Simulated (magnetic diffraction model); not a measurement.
# Er₂ScVSi₂Pb: what an assumed order does to the neutron pattern

Space group C2/m (no. 12), a = 10.7940 Å, b = 4.2560 Å, c = 13.6610 Å, β = 111.14°.

```csv
site,atom,x,y,z
4i,Pb,0.1398,0,0.5424
4i,Er,0.8957,1/2,0.0848
4i,Er,0.7517,0,0.2317
4i,V,0.2490,1/2,0.5781
4i,Sc,0.0327,1/2,0.3863
4i,Si,0.0510,0,0.2431
4i,Si,0.6144,1/2,0.0743
```

This is a made-up structure (elements placed in a structure type, unrelaxed), so the numbers test the method and describe no known phase.

Only Er is taken to order (form factors of Er3+); orders and moment sizes are assumed, and not adapted to the symmetry. Radiation: neutrons of λ = 2.0775 Å, 8° to 40°; isotropic B of 0.35 Å² (Pb), 0.34 Å² (Er), 0.39 Å² (V), 0.46 Å² (Sc) and 0.57 Å² (Si). The intensities are simulated: I ∝ L Σ (|F_N|² + |F_M⊥|²) for unpolarised neutrons, with F_M = 2.695 fm/μB × Σ f(s) S exp(2πi Q·r) exp(−B s²) at Q = H ± k (one set where k and −k are equivalent), only the part normal to Q counting and L = 1/(sin²θ cos θ). For collinear order S is the moment m, which repeats by lattice and centring translations R with the sign exp(−2πi k·R). Form factors are spin-only for 3d ions and dipole or tabulated for f ions, scattering lengths are Sears's of 1992, and absorption is left out. A label names one of the reflections at its angle. The strongest nuclear line in the range is 100, and lines under 0.2 are left out.

Assume the order k = (0 0 0), collinear moments along [010], 7 μB on Er; signs + at (0.8957, 1/2, 0.0848), − at (0.1043, 1/2, 0.9152), + at (0.7517, 0, 0.2317), + at (0.2483, 0, 0.7683).

Q: Where does magnetic intensity appear, and how strong is it?

| 2θ (°) | index | nuclear | magnetic |
| --- | --- | --- | --- |
| 9.35 | (0 0 1) | 100.0 | 223.6 |
| 18.77 | (0 0 2) | 10.2 | 343.4 |
| 22.21 | (2 0 -1) | 8.9 | 133.9 |
| 23.82 | (2 0 0) | 23.6 | 236.6 |
| 24.47 | (2 0 -2) | 2.4 | 164.1 |
| 28.31 | (0 0 3) | 1.7 | 94.8 |
| 28.68 | (2 0 1) | 12.0 | 41.5 |
| 29.77 | (2 0 -3) | 0.4 | 13.9 |
| 30.73 | (1 1 0) | 11.6 | 8.1 |
| 30.86 | (1 1 -1) | 14.2 | 41.5 |
| 33.47 | (1 1 1) | 21.4 | 33.7 |
| 33.83 | (1 1 -2) | 34.1 | 35.7 |
| 35.60 | (2 0 2) | 14.5 | 53.0 |
| 36.94 | (2 0 -4) | 26.4 | 42.0 |
| 38.06 | (0 0 4) | 0.3 | 68.5 |
| 38.54 | (1 1 2) | 48.6 | 8.2 |
| 39.07 | (1 1 -3) | 6.5 | 58.9 |

The strongest magnetic line in the range is (0 0 2) at 18.77° (343.4). On top of the Lorentz factor, which all lines share, magnetic lines fade with angle because f falls: for Er3+ it is 0.96, 0.86, 0.73 and 0.47 at sin θ/λ = 0.1, 0.2, 0.3 and 0.5 Å⁻¹, while nuclear lengths stay constant. The net moment is 14.00 μB a primitive cell.

[Logs are printed without paths, hosts, clocks, repeated set-up lines and the standing remarks that a program may print on its own settings, such as how far it seeks lower states.]
